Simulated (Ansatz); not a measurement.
# As chain started as a dimerised line: period, moment and channels by functional, part 2 of 4

Aim: how far do the period, the moment and the conductance of the As chain started as a dimerised line depend on the functional, the datasets and spin-orbit coupling, and at what cost?

Ansatz 0.2.0; DFT PBE, plane waves, PAW; relaxation of a chain's period (the session's first sound run).

So far. Step 2 (Relaxation of atoms and period, level PBE, cutoff 420 …): The cell's length comes to 4.691 Å with no moment. The two atoms stand evenly on a line, so the true period is half of it.

## (3) The perfect wire, level PBE, cutoff 420 eV

This step: DFT PBE, plane waves, PAW; channels and complex bands of a perfect chain (Ansatz 0.2.0).

At the relaxed period the Bloch states of the perfect chain are found at each energy: those that move forward count the open channels, and those that decay describe how a disturbance dies away inside the wire itself. An energy step of 0.035 eV is under the 0.039 eV that the program asks for its thermal average at 300 K.

input.yaml

```yaml
crystal:
  lattice:
    - [7.5, 0.0, 0.0]
    - [0.0, 7.5, 0.0]
    - [0.0, 0.0, 4.69063344]
  atoms:
    - { symbol: As, position: [0.5, 0.5, 0.974971874] }
    - { symbol: As, position: [0.5, 0.5, 0.475028126] }
kpoints:
  mp_grid: { grid: [1, 1, 18] }
  band_path: { path: ["Γ", Z], npoints: 60 }
scf:
  occupations: { method: fermi_dirac, width: 0.05 }
hamiltonian:
  xc: pbe
output:
  transmission:
    e_range: [-2, 2]
    de: 0.035
    kmesh: [1, 1]
    reduced_basis: true
    leads: [[0, 0]]
  dos: { projected: true, e_range: [-6, 4] }
  write_potential: true
  write_density: true
  volumetric_format: npy
  elf: true
```

Command:

```console
> ansatz run input.yaml --threads 4 --pin off --max-ram 8192MiB --backend cpu --events-out ev --progress --plain --runs-dir out
```

Numbers of over 12 decimals in the logs are rounded to 6 here.

What it wrote:

```text
[...]
Crystal: 2 atoms, lattice volume = 263.848 Å³
Basis set: ecut = 420 eV, 5183 PW (Γ)
Bands: 19, of which v1, the nominal top of the filled ones, is band 15 counted from 1 (14 counted from 0)
Symmetry: 16 space group operations
[...]
k-points: 10 of 18
[...]
SCF iter   1: F=—  HF=-9710.071531 eV  |F-HF|=—  |Δ(HF+E_count)|=         —  Δρ=8.52e-4  dr2=3.97e-3  ethr=1.77e-3  ⟨swp⟩=6.4  Hψ=909  notcnv=0
[...]
SCF iter   6: F=-9710.073220 eV  HF=-9710.073220 eV  |F-HF|=2.89e-10  |Δ(HF+E_count)|=   4.11e-7  Δρ=5.38e-7  dr2=5.21e-10  ethr=2.35e-10  ⟨swp⟩=2.2  Hψ=692  notcnv=0
SCF 1 converged in 6 iterations: F = -9710.073220 eV  dr2 = 5.21e-10
[...]
NSCF: frozen V_eff on 61 k-points
transmission: 6 of 36 steps passed
transmission: 12 of 36 steps passed
[...]
transmission: 36 of 36 steps passed
WARN: The output density's exchange-correlation potential varies sharply where the density is thin. Do not read a vacuum level from v_tot or v_xc, or from such a field of the output density. On a cell that repeats whose density bears no net charge and no dipole along the vacuum's axis use v_es (v_loc + v_h of the components); under efield.dipole_correction with no amplitude use v_es + v_field, which holds any externa [...]
SCF converged after 6 iterations
Free energy (F): -9710.073220 eV
[...]
Internal energy: -9710.059137 eV  (E = F + TS)
E sigma→0 (E₀):  -9710.066179 eV
Entropy (-TS):   -0.014083 eV (-7.042 meV/atom)
Fermi energy:    -2.785591 eV
[...]
--- Band table (eV; the first three rows and the last of 10) ---
  k-point 0: bands = [... 11 lower, -8.8807, -7.7215, -4.8626, -4.8626, -0.0083, -0.0083, 0.9343, 2.6224]
  k-point 1: bands = [... 11 lower, -9.2385, -7.3212, -4.8417, -4.8417, -0.1034, -0.1034, 0.9548, 2.6433]
  k-point 2: bands = [... 11 lower, -9.8493, -6.5833, -4.7791, -4.7791, -0.3617, -0.3617, 1.0161, 2.7062]
  k-point 9: bands = [... 11 lower, -13.4511, -3.2162, -3.2162, -3.2148, -3.2148, 0.1797, 0.1829, 2.6922]
--- Transmission ---
  basis      : 497 plane waves across, 6 finite elements along
  points     : 1, standing for a mesh of 1 x 1
  filling    : by the input's occupations and mesh, since the crystals that have channels conduct as metals do. If one of these is a semiconductor, that mesh has misplaced its level
  energies   : 115 from -2.000000 to 1.990000 eV about the Fermi level, 0.035000 eV apart; the leads are filled to 0.000000 eV, and channels, transmission and decay are at -0.005000 eV
  crystal 0  : As2, at the sites [0, 0], period 4.6906 Å: whole cells are its period
    offset         : up to 0.0000 Å between an atom of the period and one for which it stands
    filled         : 87.1 meV under the level at which it is neutral
    channels       : 3.000000e0 a spin
    conductance    : 4.1323e14 S/m² at 300 K; may be off by some 0.0 % by where its bands' edges are placed, 0.0 % from the distance to neutral
```

Elapsed: 18 s, on 4 threads of Arm Neoverse V1, shared host; peak memory 0.56 GiB.

Numbers from this step:

- channels at the energy nearest the Fermi level, one spin: 3
- conductance of the lead as this run defines it: 3.000 G₀
- band gap: 0 eV

The open channels of the lead, one spin stays at 3 for energy from -2 to 1.99 eV.

The slowest values at each energy, most degenerate partners merged, listed up to 1.5 1/Å. Im kz of the slowest decaying states against energy, zero at the Fermi level:

| energy (eV) | decay 1 (Å⁻¹) | decay 2 (Å⁻¹) | decay 3 (Å⁻¹) | decay 4 (Å⁻¹) |
| --- | --- | --- | --- | --- |
| -2.000 | 1.23 | 1.40 | - | - |
| -1.790 | 1.21 | 1.38 | 1.50 | - |
| -1.615 | 1.19 | 1.36 | 1.48 | 1.50 |
| -1.405 | 1.17 | 1.34 | 1.46 | 1.48 |
| -1.195 | 1.14 | 1.32 | 1.44 | 1.46 |
| -0.985 | 1.12 | 1.30 | 1.42 | 1.44 |
| -0.810 | 1.10 | 1.28 | 1.41 | 1.43 |
| -0.600 | 1.07 | 1.26 | 1.39 | 1.41 |
| -0.390 | 1.05 | 1.24 | 1.37 | 1.39 |
| -0.215 | 1.02 | 1.22 | 1.35 | 1.37 |
| -0.005 | 0.996 | 1.20 | 1.33 | 1.35 |
| 0.205 | 0.968 | 1.17 | 1.31 | 1.33 |
| 0.415 | 0.939 | 1.15 | 1.28 | 1.31 |
| 0.590 | 0.914 | 1.13 | 1.27 | 1.30 |
| 0.800 | 0.882 | 1.10 | 1.24 | 1.27 |
| 1.010 | 0.850 | 1.08 | 1.22 | 1.25 |
| 1.185 | 0.822 | 1.06 | 1.20 | 1.23 |
| 1.395 | 0.788 | 1.03 | 1.18 | 1.21 |
| 1.605 | 0.751 | 1.00 | 1.15 | 1.19 |
| 1.815 | 0.713 | 0.974 | 1.13 | 1.17 |

The electronic bands at the labelled points (eV, zero at the Fermi level):

| point | band 12 | band 13 | band 14 | band 15 | band 16 | band 17 | band 18 | band 19 |
| --- | --- | --- | --- | --- | --- | --- | --- | --- |
| Γ | -6.10 | -4.94 | -2.08 | -2.08 | 2.78 | 2.78 | 3.72 | 5.41 |
| halfway | -8.57 | -1.66 | -1.66 | -1.61 | 1.42 | 1.42 | 4.13 | 5.83 |
| Z | -10.67 | -0.43 | -0.43 | -0.43 | -0.43 | 2.97 | 2.97 | 5.48 |

The electronic bands as a text plot (rows in eV, shown from -8.0 to 5.1 only):

```
    4.9 |                                               *
    4.3 |                         *************************
    3.8 |*************************                         ***
    3.2 |                                                     ***
    2.7 |*************                                        ***
    2.1 |             *********                            ***
    1.6 |                      *******                 ****
    1.0 |                             ********      ***
    0.5 |                                     ********
   -0.1 |                                    ****     **********
   -0.6 |                                 ***           *********
   -1.2 |                             ****  ************
   -1.7 |              *********************
   -2.2 |**************        ****
   -2.8 |                  ****
   -3.3 |              ****
   -3.9 |          ****
   -4.4 |    ******
   -5.0 |****
   -5.5 |
   -6.1 |*****
   -6.6 |     ******
   -7.2 |           *****
   -7.7 |                ******
         Γ                                                      Z
```

ELF in the ca plane at fractional y = 0.500, with atoms of As within 0.2 Å of it. It is the smooth field of the valence electrons, not physical close to the nuclei.

Ten even steps from '0' (0.00) to '9' (0.72), each cell a mean:
```
00000000000000
00000000000000
00000000000000
11000111100011
33212343321234
65323576532357
97545899754589
99767999976799
88878988887898
57878755787875
35777533577753
36777633677763
78878877887887
99768999976899
98656999865699
86434688643468
53222455322245
21111122111122
00000000000000
00000000000000
00000000000000
00000000000000
```
Columns run along c (4.7 Å), rows up along a (7.5 Å). Atoms in or near the plane, at fractional coordinates: As at (0.97, 0.50), As at (0.48, 0.50).

Valence density in the ca plane at fractional y = 0.500, with atoms of As within 0.2 Å of it. It is the smooth field of the valence electrons, not physical close to the nuclei.

Values in e/Å³, 22 rows by 14 columns, each cell a mean:
```
 0  0  0  0  0  0  0  0  0  0  0  0  0  0
 0  0  0  0  0  0  0  0  0  0  0  0  0  0
 0  0  0  0  0  0  0  0  0  0  0  0  0  0
 0  0  0  0  0  0  0  0  0  0  0  0  0  0
 0  0  0  0  0  0  0  0  0  0  0  0  0  0
 0  0  0  0  0  0  0  0  0  0  0  0  0  0
 0  0  0  0  0  0  0  0  0  0  0  0  0  0
 0  0  0  0  0  0  0  0  0  0  0  0  0  0
 1  1  0  0  0  1  1  1  1  0  0  0  1  1
 9  3  1  0  1  3  9  9  3  1  0  1  3  9
22  6  1  1  1  7 24 22  6  1  1  1  7 24
15  4  1  1  1  5 16 15  4  1  1  1  5 16
 3  1  0  0  1  1  3  3  1  0  0  1  1  3
 1  0  0  0  0  0  1  1  0  0  0  0  0  1
 0  0  0  0  0  0  0  0  0  0  0  0  0  0
 0  0  0  0  0  0  0  0  0  0  0  0  0  0
 0  0  0  0  0  0  0  0  0  0  0  0  0  0
 0  0  0  0  0  0  0  0  0  0  0  0  0  0
 0  0  0  0  0  0  0  0  0  0  0  0  0  0
 0  0  0  0  0  0  0  0  0  0  0  0  0  0
 0  0  0  0  0  0  0  0  0  0  0  0  0  0
 0  0  0  0  0  0  0  0  0  0  0  0  0  0
```
Columns run along c (4.7 Å), rows up along a (7.5 Å). Atoms in or near the plane, at fractional coordinates: As at (0.97, 0.50), As at (0.48, 0.50).

Electrostatic potential energy in the ca plane at fractional y = 0.500, with atoms of As within 0.2 Å of it. With pseudopotentials it is smooth inside the atoms' cores, unlike the true potential.

Ten even steps from '_' (-19 eV) to '@' (5 eV), each cell a mean:
```
%%%%%%%%%%%%%%%%%%%%%%%%%%%%
%%%%%%%%%%%%%%%%%%%%%%%%%%%%
%%%%%%%%%%%%%%%%%%%%%%%%%%%%
%%%%%%%%%%%%%%%%%%%%%%%%%%%%
%%%%%%%%%%%%%%%%%%%%%%%%%%%%
%%%%%%%%%%%%%%%%%%%%%%%%%%%%
##%%%%%%%%%%####%%%%%%%%%%##
==**######**====**######**==
__..==**==..____..==**==..__
**....==....##**....==....##
@@==__--__++@@@@==__--__++@@
@@::__==__--@@@@::__==__--@@
..__--++--__::..__--++--__::
::==**##**==::::==**##**==::
####%%%%##########%%%%######
%%%%%%%%%%%%%%%%%%%%%%%%%%%%
%%%%%%%%%%%%%%%%%%%%%%%%%%%%
%%%%%%%%%%%%%%%%%%%%%%%%%%%%
%%%%%%%%%%%%%%%%%%%%%%%%%%%%
%%%%%%%%%%%%%%%%%%%%%%%%%%%%
%%%%%%%%%%%%%%%%%%%%%%%%%%%%
%%%%%%%%%%%%%%%%%%%%%%%%%%%%
```
Columns run along c (4.7 Å; values clipped at the 3rd and 97th percentile), rows up along a (7.5 Å). Atoms in or near the plane, at fractional coordinates: As at (0.97, 0.50), As at (0.48, 0.50).

By hand: the program gives 4.1323 × 10^14 S/m² over the cell's cross-section of 56.25 Å² = 5.625 × 10^-19 m², so one cell conducts 2.324 × 10^-4 S. Divided by G0 = 2e²/h = 7.748 × 10^-5 S this is 3.00 G0, a resistance of 4.30 kΩ.

At the computed energy nearest the Fermi level there are 3 channels a spin, and the thermal average gives 3.00 G₀.

## (4) Relaxation of atoms and period

This step: DFT LDA, plane waves, PAW; relaxation of a chain's period (Ansatz 0.2.0).

The relaxation is repeated under another functional. LDA has no gradient terms and tends to overbind, so it marks the short end of the likely bond lengths.

input.yaml

```yaml
crystal:
  lattice:
    - [7.5, 0.0, 0.0]
    - [0.0, 7.5, 0.0]
    - [0.0, 0.0, 4.522]
  atoms:
    - { symbol: As, position: [0.5, 0.5, 0.0], spin: 0.3 }
    - { symbol: As, position: [0.5, 0.5, 0.45], spin: 0.3 }
magnetization:
  spin_polarized: true
kpoints:
  mp_grid: { grid: [1, 1, 18] }
scf:
  occupations: { method: fermi_dirac, width: 0.05 }
hamiltonian:
  xc: lda
relax:
  cell: { fix: [a, b, alpha, beta, gamma] }
  max_steps: 60
```

What it wrote:

```text
[...]
Crystal: 2 atoms, lattice volume = 254.363 Å³
Basis set: ecut = 420 eV, 5023 PW (Γ)
Bands: 20, of which v1, the nominal top of the filled ones, is band 15 counted from 1 (14 counted from 0)
Symmetry: 16 space group operations
[...]
k-points: 10 of 18
[...]
Starting moments: Σ|m| = 0.6 μB on 2 of 2 sites
[...]
-0.000000       0.121433      -0.000000
       -0.000000      -0.000000      -0.008046
  P = ⅓ Tr σ = 0.0783 GPa (0.783 kbar)
--- Relaxed structure (6 steps of the walk, 6 accepted, 1 SCFs on fresh bases) ---
[...]
cell:  # Å, volume = 258.4597 Å³
    - [7.5, 0, 0]
    - [0, 7.5, 0]
    - [0, 0, 4.594838]
  atoms:
    - { symbol: As, position: [0.5, 0.5, -0.024965] }
    - { symbol: As, position: [0.5, 0.5, 0.474965] }
[key lines of the parts left out:]
SCF converged after 5 iterations
Magnetization: 0.0000 μB (15.0000 up, 15.0000 down)
Free energy (F): -9544.498262 eV
Fermi energy:    -2.916929 eV
```

Elapsed: 12 s, on 4 threads; peak memory 0.5 GiB.

The steps of the relaxation:

| step | energy less that of the first step (eV) | largest force component (eV/Å) | pressure (GPa) | volume (Å³) |
| --- | --- | --- | --- | --- |
| 1 | 0.0000 | 3.6668 | 1.99 | 254.36 |
| 2 | -0.3188 | 0.2995 | -0.35 | 265.72 |
| 3 | -0.3454 | 0.3401 | -0.08 | 262.52 |
| 4 | -0.3658 | 0.2442 | 0.12 | 258.43 |
| 5 | -0.3687 | 0.1243 | 0.07 | 258.72 |
| 6 | -0.3699 | 0.0024 | 0.08 | 258.46 |
| 7* | -0.3700 | 0.0023 | 0.08 | 258.46 |

Relaxation steps marked * repeat the geometry before them on a plane-wave basis chosen anew for their cell, so energy and pressure can jump there.

The run keeps the 16 symmetry operations that it works with, so distortions that break them were not tested.

| cell as run | before | after | change |
| --- | --- | --- | --- |
| c (Å) | 4.522 | 4.595 | +1.6 % |

The atoms that moved most (Å, along periodic axes as changes of fractional coordinates times the final cell, across vacuum about the mean position):

| atom | dx | dy | dz | length |
| --- | --- | --- | --- | --- |
| As1 | 0.000 | 0.000 | -0.115 | 0.115 |
| As2 | 0.000 | 0.000 | 0.115 | 0.115 |

Final coordinates:

```cif
data_structure
_symmetry_space_group_name_H-M 'P 1'
_symmetry_Int_Tables_number 1
_cell_length_a 7.5000
_cell_length_b 7.5000
_cell_length_c 4.5948
_cell_angle_alpha 90.000
_cell_angle_beta 90.000
_cell_angle_gamma 90.000
_cell_volume 258.46
loop_
_atom_site_label
_atom_site_type_symbol
_atom_site_fract_x
_atom_site_fract_y
_atom_site_fract_z
_atom_site_occupancy
As1 As 0.50000 0.50000 0.97504 1
As2 As 0.50000 0.50000 0.47496 1
```

The cell's length comes to 4.595 Å, -2.0 % against the first run, with no moment. The two atoms stand evenly on a line, so the true period is half of it.

## (5) The perfect wire, level LDA, cutoff 420 eV

This step: DFT LDA, plane waves, PAW; channels and complex bands of a perfect chain (Ansatz 0.2.0).

The channels are counted again under LDA, at the period that it gave.

input.yaml

```yaml
crystal:
  lattice:
    - [7.5, 0.0, 0.0]
    - [0.0, 7.5, 0.0]
    - [0.0, 0.0, 4.5948383018]
  atoms:
    - { symbol: As, position: [0.5, 0.5, 0.97503504] }
    - { symbol: As, position: [0.5, 0.5, 0.47496496] }
kpoints:
  mp_grid: { grid: [1, 1, 18] }
  band_path: { path: ["Γ", Z], npoints: 60 }
scf:
  occupations: { method: fermi_dirac, width: 0.05 }
hamiltonian:
  xc: lda
output:
  transmission:
    e_range: [-2, 2]
    de: 0.035
    kmesh: [1, 1]
    reduced_basis: true
    leads: [[0, 0]]
  dos: { projected: true, e_range: [-6, 4] }
```

What it wrote:

```text
[...]
Crystal: 2 atoms, lattice volume = 258.460 Å³
Basis set: ecut = 420 eV, 5111 PW (Γ)
Bands: 19, of which v1, the nominal top of the filled ones, is band 15 counted from 1 (14 counted from 0)
Symmetry: 16 space group operations
[...]
k-points: 10 of 18
[...]
k-point 9: bands = [... 11 lower, -13.8427, -3.4300, -3.4300, -3.4281, -3.4281, 0.2939, 0.2980, 2.7407]
--- Transmission ---
  basis      : 497 plane waves across, 6 finite elements along
  points     : 1, standing for a mesh of 1 x 1
[...]
crystal 0  : As2, at the sites [0, 0], period 4.5948 Å: whole cells are its period
[...]
filled         : 66.7 meV under the level at which it is neutral
    channels       : 3.000000e0 a spin
[...]
[key lines of the parts left out:]
SCF converged after 6 iterations
Free energy (F): -9544.498262 eV
Fermi energy:    -2.916972 eV
```

Run time: 19 s. Hardware: 4 threads; peak memory 0.59 GiB.

At the computed energy nearest the Fermi level there are 3 channels a spin, and the thermal average gives 3.00 G₀.

## (6) Relaxing the period

This step: DFT PBEsol, plane waves, PAW; relaxation of a chain's period (Ansatz 0.2.0).

The relaxation is repeated under another functional. PBEsol weakens PBE's gradient terms and usually lands between LDA and PBE.

input.yaml

```yaml
crystal:
  lattice:
    - [7.5, 0.0, 0.0]
    - [0.0, 7.5, 0.0]
    - [0.0, 0.0, 4.522]
  atoms:
    - { symbol: As, position: [0.5, 0.5, 0.0], spin: 0.3 }
    - { symbol: As, position: [0.5, 0.5, 0.45], spin: 0.3 }
magnetization:
  spin_polarized: true
kpoints:
  mp_grid: { grid: [1, 1, 18] }
scf:
  occupations: { method: fermi_dirac, width: 0.05 }
hamiltonian:
  xc: pbesol
relax:
  cell: { fix: [a, b, alpha, beta, gamma] }
  max_steps: 60
```

What it wrote:

```text
[...]
Crystal: 2 atoms, lattice volume = 254.363 Å³
Basis set: ecut = 420 eV, 5023 PW (Γ), exchange–correlation on 108×108×64 points (8 copies of the dense FFT grid, shifted against one another)
Bands: 20, of which v1, the nominal top of the filled ones, is band 15 counted from 1 (14 counted from 0)
Symmetry: 16 space group operations
[...]
-0.000000       0.120891       0.000000
       -0.000000       0.000000      -0.017305
  P = ⅓ Tr σ = 0.0748 GPa (0.748 kbar)
--- Relaxed structure (6 steps of the walk, 6 accepted, 1 SCFs on fresh bases) ---
[...]
cell:  # Å, volume = 260.7717 Å³
    - [7.5, 0, 0]
    - [0, 7.5, 0]
    - [0, 0, 4.635941]
  atoms:
    - { symbol: As, position: [0.5, 0.5, -0.024975] }
    - { symbol: As, position: [0.5, 0.5, 0.474975] }
[key lines of the parts left out:]
SCF converged after 5 iterations
Magnetization: 0.0000 μB (15.0000 up, 15.0000 down)
Free energy (F): -9623.446456 eV
Fermi energy:    -2.802165 eV
```

Wall time 14 s (4 threads); peak memory 0.54 GiB.

Step by step:

| step | energy less that of the first step (eV) | largest force component (eV/Å) | pressure (GPa) | volume (Å³) |
| --- | --- | --- | --- | --- |
| 1 | 0.0000 | 3.8945 | 2.24 | 254.36 |
| 2 | -0.3779 | 0.2709 | -0.29 | 266.76 |
| 3 | -0.3979 | 0.3051 | -0.06 | 264.01 |
| 4 | -0.4128 | 0.2313 | 0.15 | 260.38 |
| 5 | -0.4164 | 0.0882 | 0.07 | 261.01 |
| 6 | -0.4172 | 0.0013 | 0.07 | 260.77 |
| 7* | -0.4174 | 0.0013 | 0.07 | 260.77 |

Relaxation steps marked * repeat the geometry before them on a plane-wave basis chosen anew for their cell, so energy and pressure can jump there.

The run keeps the 16 symmetry operations that it works with, so distortions that break them were not tested.

| cell as run | before | after | change |
| --- | --- | --- | --- |
| c (Å) | 4.522 | 4.636 | +2.5 % |

The atoms that moved most (Å, along periodic axes as changes of fractional coordinates times the final cell, across vacuum about the mean position):

| atom | dx | dy | dz | length |
| --- | --- | --- | --- | --- |
| As1 | 0.000 | 0.000 | -0.116 | 0.116 |
| As2 | 0.000 | 0.000 | 0.116 | 0.116 |

The relaxed structure:

```
As
1.0
     7.50000    0.00000    0.00000
     0.00000    7.50000    0.00000
     0.00000    0.00000    4.63594
As
2
Direct
  0.50000 0.50000 0.97503
  0.50000 0.50000 0.47497
```

The cell's length comes to 4.636 Å, -1.2 % against the first run, with no moment. The two atoms stand evenly on a line, so the true period is half of it.

## (7) The perfect wire, level PBEsol, cutoff 420 eV

This step: DFT PBEsol, plane waves, PAW; channels and complex bands of a perfect chain (Ansatz 0.2.0).

The channels are counted again under PBEsol, at the period that it gave.

input.yaml

```yaml
crystal:
  lattice:
    - [7.5, 0.0, 0.0]
    - [0.0, 7.5, 0.0]
    - [0.0, 0.0, 4.635941066]
  atoms:
    - { symbol: As, position: [0.5, 0.5, 0.975025433] }
    - { symbol: As, position: [0.5, 0.5, 0.474974567] }
kpoints:
  mp_grid: { grid: [1, 1, 18] }
  band_path: { path: ["Γ", Z], npoints: 60 }
scf:
  occupations: { method: fermi_dirac, width: 0.05 }
hamiltonian:
  xc: pbesol
output:
  transmission:
    e_range: [-2, 2]
    de: 0.035
    kmesh: [1, 1]
    reduced_basis: true
    leads: [[0, 0]]
  dos: { projected: true, e_range: [-6, 4] }
```

What it wrote:

```text
[...]
Crystal: 2 atoms, lattice volume = 260.772 Å³
Basis set: ecut = 420 eV, 5111 PW (Γ)
Bands: 19, of which v1, the nominal top of the filled ones, is band 15 counted from 1 (14 counted from 0)
Symmetry: 16 space group operations
[...]
k-points: 10 of 18
[...]
k-point 9: bands = [... 11 lower, -13.5879, -3.2745, -3.2745, -3.2731, -3.2731, 0.3288, 0.3317, 2.8256]
--- Transmission ---
  basis      : 497 plane waves across, 6 finite elements along
  points     : 1, standing for a mesh of 1 x 1
[...]
crystal 0  : As2, at the sites [0, 0], period 4.6359 Å: whole cells are its period
[...]
filled         : 84.4 meV under the level at which it is neutral
    channels       : 3.000000e0 a spin
[...]
[key lines of the parts left out:]
SCF converged after 6 iterations
Free energy (F): -9623.446461 eV
Fermi energy:    -2.802132 eV
```

Wall time 19 s (4 threads); peak memory 0.57 GiB.

The open channels of the lead, one spin stays at 3 for energy from -2 to 1.99 eV.

At the computed energy nearest the Fermi level there are 3 channels a spin, and the thermal average gives 3.00 G₀.

(Continued in part 3 of 4.)

[Logs are printed without paths, hosts, clocks, repeated set-up lines and the standing remarks that a program may print on its own settings, such as how far it seeks lower states.]

[Hosts, paths, dates, database ids (printed as entryN), source tags and the programs' standing remarks are cut or masked in the printed files.]
